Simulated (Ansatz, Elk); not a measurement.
# Bonding as seen by X-rays: NaHI2

The structure of NaHI2 used here is made up (a known structure type with other elements) and was relaxed beforehand with PBE. The aim is the Fourier transform of its all-electron density, F(hkl), set beside the sum over free spherical atoms that refinements use.

Method: DFT, PBE, all-electron APW+lo, Dirac cores, scalar-relativistic bands, static density, no spin, in Elk 11.2.3 (patched build).

This account leaves out most program logs.

The structure was built from a prototype and need not be the compound's stable phase.

**1. The structure**

Symmetry: C2, No. 5, monoclinic system. The conventional cell has a = 7.592 Å, b = 8.550 Å, c = 4.506 Å, α = 90.00°, β = 107.30°, γ = 90.00°. I has 1 H at 1.92 Å and 3 Na at 3.27 to 3.53 Å nearest. Nearest to Na lie 6 I at 3.27 to 3.53 Å. Nearest to H lie 2 I at 1.92 Å. Farther neighbours and most contacts between anions are not listed.

**2. Ground state and structure factors**

An all-electron density is needed, since X-rays see the cores too. Task 0 finds the density and task 195 Fourier-transforms it; tshift is off so that phases refer to the origin typed.

Input file elk.in:

```
tasks
  0
  195

xctype
  20

spinpol
  .false.

rgkmax
  7.0

gmaxvr
  14.0

lmaxo
  7

lmaxapw
  8

swidth
  0.002

tshift
  .false.

ramdisk
  .false.

hmaxvr
  5.5

maxscl
  120

epspot
  1e-06

sppath
  './'

avec
  7.15600607874 -8.07865881539 -0.50535969529
  7.15600607874 8.07865881539 -0.50535969529
  -1.95257227153 0.00000000000 8.28732638963

atoms
  3
  'I.in'
  2
  0.6972929704 0.8413363546 0.0906277120   0.000000 0.000000 0.000000
  0.1586636454 0.3027070296 0.9093722880   0.000000 0.000000 0.000000
  'Na.in'
  1
  0.2380040739 0.7619959261 0.5000000000   0.000000 0.000000 0.000000
  'H.in'
  1
  0.9051393103 0.0948606897 0.0000000000   0.000000 0.000000 0.000000

ngridk
  4 4 5
```

The run is started by

```sh
$ OMP_NUM_THREADS=4 elk
```

Run time: 3.2 min. Hardware: 4 threads of Arm Neoverse N1, shared host; peak memory 0.22 GiB.

SFACRHO.OUT:

```text

h k l indices transformed by vhmat matrix:
   1.000000000       0.000000000       0.000000000    
   0.000000000       1.000000000       0.000000000    
   0.000000000       0.000000000       1.000000000    

      h      k      l  multipl.   |H|            Re(F)            Im(F)           |F|

      0      0      0      1   0.0000000       118.00000      0.36786337E-15   118.00000    
      0      1      0      2  0.60133165       12.275921      -4.0712980       12.933434    
      1      0      0      2  0.60133165       12.275921       4.0712980       12.933434    
      0      0      1      2  0.77291661       72.428462     -0.52795416E-14   72.428462    
     -1      1      0      1  0.77775104       50.358491       74.974360       90.316844    
      1     -1      0      1  0.77775104       50.358491      -74.974360       90.316844    
      0     -1      1      2  0.86497835      -36.897880       8.2690735       37.813108    
     -1      0      1      2  0.86497835      -36.897880      -8.2690735       37.813108    
     -1     -1      0      2  0.91733435      -80.863314      0.27559799E-13   80.863314    
      1      1     -1      2   1.0086019      -95.036278     -0.84203478E-13   95.036278    
      0     -1     -1      2   1.0815785       51.248673      -34.089336       61.550867    
      0      1      1      2   1.0815785       51.248673       34.089336       61.550867    
      1     -1     -1      2   1.0964929       55.402207      -61.083835       82.465990    
     -1      1     -1      2   1.0964929       55.402207       61.083835       82.465990    
      2      0      0      2   1.2026633      -60.600391       67.413618       90.647688    
      0      2      0      2   1.2026633      -60.600391      -67.413618       90.647688    
     -2      1      0      2   1.2535522      0.27726145       18.964570       18.966597    
      1     -2      0      2   1.2535522      0.27726145      -18.964570       18.966597
```

Elk indexes on the primitive cell of elk.in and gives |H| = 4π sin θ/λ in inverse bohr. Below, one row stands for each form hkl of the conventional cell (m members, Friedel mates merged), F is for one primitive cell and the density is static (no thermal factor). Free-atom factors are Waasmaier and Kirfel's, and R is Σm||F|−|F'||/Σm|F|.

| hkl | m | sin θ/λ (Å⁻¹) | abs F, DFT | neutral atoms | diff. | abs of complex diff. |
| --- | --- | --- | --- | --- | --- | --- |
| 110 | 4 | 0.090 | 12.933 | 12.958 | -0.024 | 0.075 |
| 001 | 2 | 0.116 | 72.428 | 72.193 | +0.236 | 0.236 |
| 020 | 2 | 0.117 | 90.317 | 90.062 | +0.255 | 0.257 |
| 1 1 -1 | 4 | 0.130 | 37.813 | 37.708 | +0.106 | 0.132 |
| 200 | 2 | 0.138 | 80.863 | 80.492 | +0.371 | 0.371 |
| 2 0 -1 | 2 | 0.152 | 95.036 | 94.717 | +0.320 | 0.320 |
| 111 | 4 | 0.163 | 61.551 | 61.540 | +0.010 | 0.066 |
| 021 | 4 | 0.165 | 82.466 | 82.454 | +0.012 | 0.032 |
| 220 | 4 | 0.181 | 90.648 | 90.584 | +0.063 | 0.069 |
| 130 | 4 | 0.189 | 18.967 | 18.982 | -0.016 | 0.088 |
| 2 2 -1 | 4 | 0.192 | 74.875 | 74.802 | +0.073 | 0.107 |
| 201 | 2 | 0.205 | 65.478 | 65.608 | -0.130 | 0.130 |
| 1 3 -1 | 4 | 0.210 | 43.134 | 43.246 | -0.112 | 0.113 |
| 3 1 -1 | 4 | 0.213 | 21.842 | 21.758 | +0.084 | 0.084 |
| 310 | 4 | 0.215 | 32.855 | 32.904 | -0.049 | 0.088 |
| 1 1 -2 | 4 | 0.230 | 71.721 | 71.833 | -0.112 | 0.116 |
| 131 | 4 | 0.232 | 44.769 | 44.774 | -0.005 | 0.006 |
| 2 0 -2 | 2 | 0.232 | 42.154 | 42.127 | +0.027 | 0.027 |

**3. The highest occupied states alone**

An energy window below the Fermi level keeps the highest occupied states, to see at which angles they scatter; shallow core shells can lie inside it and anion s states outside. No new self-consistency is needed.

elk.in, as its differences from that of step 2:

```diff
@@ -1,3 +1,2 @@
 tasks
-  0
   195
@@ -40,2 +39,5 @@
 
+wsfac
+  -0.496760 0.354480
+
 sppath
```

The run is started by

```sh
$ OMP_NUM_THREADS=4 elk
```

It took 22 s on 4 threads; peak memory 0.19 GiB; 24 s of CPU time.

States within 15 eV below the Fermi level hold 16.00 electrons; any levels below the window count with the cores. Their amplitudes can exceed the total, where window and core parts have opposite phase:

| hkl | sin θ/λ (Å⁻¹) | abs F, window | abs F, all |
| --- | --- | --- | --- |
| 110 | 0.090 | 1.911 | 12.933 |
| 001 | 0.116 | 7.140 | 72.428 |
| 020 | 0.117 | 8.289 | 90.317 |
| 1 1 -1 | 0.130 | 2.149 | 37.813 |
| 200 | 0.138 | 5.213 | 80.863 |
| 2 0 -1 | 0.152 | 4.185 | 95.036 |
| 111 | 0.163 | 3.149 | 61.551 |
| 021 | 0.165 | 3.818 | 82.466 |
| 220 | 0.181 | 2.341 | 90.648 |
| 130 | 0.189 | 0.778 | 18.967 |

**4. Another functional**

The difference from free atoms is small, so it is set against the change that LDA (Perdew-Wang) makes.

elk.in, as its differences from that of step 3:

```diff
@@ -1,2 +1,3 @@
 tasks
+  0
   195
@@ -4,3 +5,3 @@
 xctype
-  20
+  3
 
@@ -39,5 +40,2 @@
 
-wsfac
-  -0.496760 0.354480
-
 sppath
```

The run is started by

```sh
$ OMP_NUM_THREADS=4 elk
```

Wall time 2.4 min (4 threads); peak memory 0.19 GiB; 8.5 min of CPU time.

Against the first run R = 0.04 %; the largest change is +0.041 at 2 0 -2.

**5. Basis size**

A smaller basis shows how fast F responds to it; the change is likely larger than the basis error of the first run, but doesn't show convergence.

elk.in, as its differences from that of step 4:

```diff
@@ -5,3 +5,3 @@
 xctype
-  3
+  20
 
@@ -11,3 +11,3 @@
 rgkmax
-  7.0
+  5.5
```

The run is started by

```sh
$ OMP_NUM_THREADS=4 elk
```

Wall time 77 s (4 threads); peak memory 0.19 GiB.

Against the first run R = 0.02 %; the largest change is +0.024 at 6 0 -1.

**6. Basis size**

The basis and the expansions that go with it are enlarged, to see whether the differences are converged.

elk.in, as its differences from that of step 5:

```diff
@@ -11,12 +11,12 @@
 rgkmax
-  5.5
+  8.5
 
 gmaxvr
-  14.0
+  18.0
 
 lmaxo
-  7
+  9
 
 lmaxapw
-  8
+  10
```

The run is started by

```sh
$ OMP_NUM_THREADS=4 elk
```

Elapsed: 14 min, on 4 threads; peak memory 0.52 GiB; 52 min of CPU time.

Against the first run R = 0.00 %; the largest change is -0.003 at 313.

**7. Settings against the effect**

| run | R against the first run (%) | R against neutral atoms, low angle (%) | wall time |
| --- | --- | --- | --- |
| PBE, rgkmax 7 | 0.00 | 0.11 | 3.2 min |
| LDA (Perdew-Wang) | 0.04 | 0.10 | 2.4 min |
| rgkmax 5.5 | 0.02 | 0.11 | 77 s |
| rgkmax 8.5 with larger expansions | 0.00 | 0.11 | 14 min |

**8. Results**

```
R against neutral atoms, sin θ/λ < 0.3 Å⁻¹ : 0.11 %
R against neutral atoms, 0.3 to 0.48 Å⁻¹   : 0.09 %
```

Independent neutral atoms miss the calculated amplitudes by R = 0.11 % below 0.3 Å⁻¹ and 0.09 % from there to 0.48 Å⁻¹; by shells, 0.33 % below 0.15 Å⁻¹ (5 forms), 0.09 % 0.15 to 0.3 (31 forms), 0.10 % 0.3 to 0.45 (78 forms), 0.05 % above 0.45 (35 forms). Bonding, aspherical density and the tables' own atoms all enter these figures, and the runs don't part them. The largest change of an amplitude is +0.37 electrons, at 200. R counts amplitudes alone; phases shift too. The window's part falls from 16.0 electrons at the origin to at most 0.15 between 0.45 and 0.48 Å⁻¹. Below 0.3 Å⁻¹ the changes that finished (LDA (Perdew-Wang), rgkmax 5.5 and rgkmax 8.5 with larger expansions) move F by R = 0.03 % at most, against the 0.11 % that separates it from free atoms. The k-mesh has no finished test. Part of the difference isn't bonding: the tables are fits to free atoms and ions calculated by other methods than this functional. Thermal motion, anomalous dispersion and extinction are left out.

[Logs are printed without paths, hosts, clocks, repeated set-up lines and the standing remarks that a program may print on its own settings, such as how far it seeks lower states.]

[Hosts, paths, dates, database ids (printed as entryN), source tags and the programs' standing remarks are cut or masked in the printed files.]
